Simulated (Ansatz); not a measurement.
# Direct or indirect: Ga2SeO sheet (P3m1)

```
Se Ga O
1.0
     3.46253    0.00000    0.00000
    -1.73126    2.99864    0.00000
     0.00000    0.00000   32.52086
Se Ga O
1 2 1
Direct
  0.00000 0.00000 0.24683
  0.66667 0.33333 0.36414
  0.66667 0.33333 0.28766
  0.00000 0.00000 0.38022
```

Method: Ansatz, PBE, independent particles, without spin-orbit coupling, line width 0.15 eV (Gaussian). The band structure gives a fundamental gap of 0.39 eV. The spectrum of vertical transitions near the edge:

```csv
E (eV),"absorbance (%), E ∥ xy"
0.00,0.00
0.12,0.00
0.24,0.05
0.36,0.27
0.48,0.55
0.60,0.51
0.72,0.34
0.84,0.24
0.96,0.19
1.08,0.16
1.20,0.15
1.32,0.14
1.44,0.13
1.56,0.13
1.68,0.13
```

(1) Is the gap direct or indirect, and about where do vertical transitions set in?

Answers

(1) Direct: the band path has its least direct gap at the fundamental one, 0.39 eV, and the curves rise from there. Lines are broadened by 0.15 eV, which spreads the edge.

Note: cells built here by substitution need not match a known phase.

[Logs are printed without paths, hosts, clocks, repeated set-up lines and the standing remarks that a program may print on its own settings, such as how far it seeks lower states.]
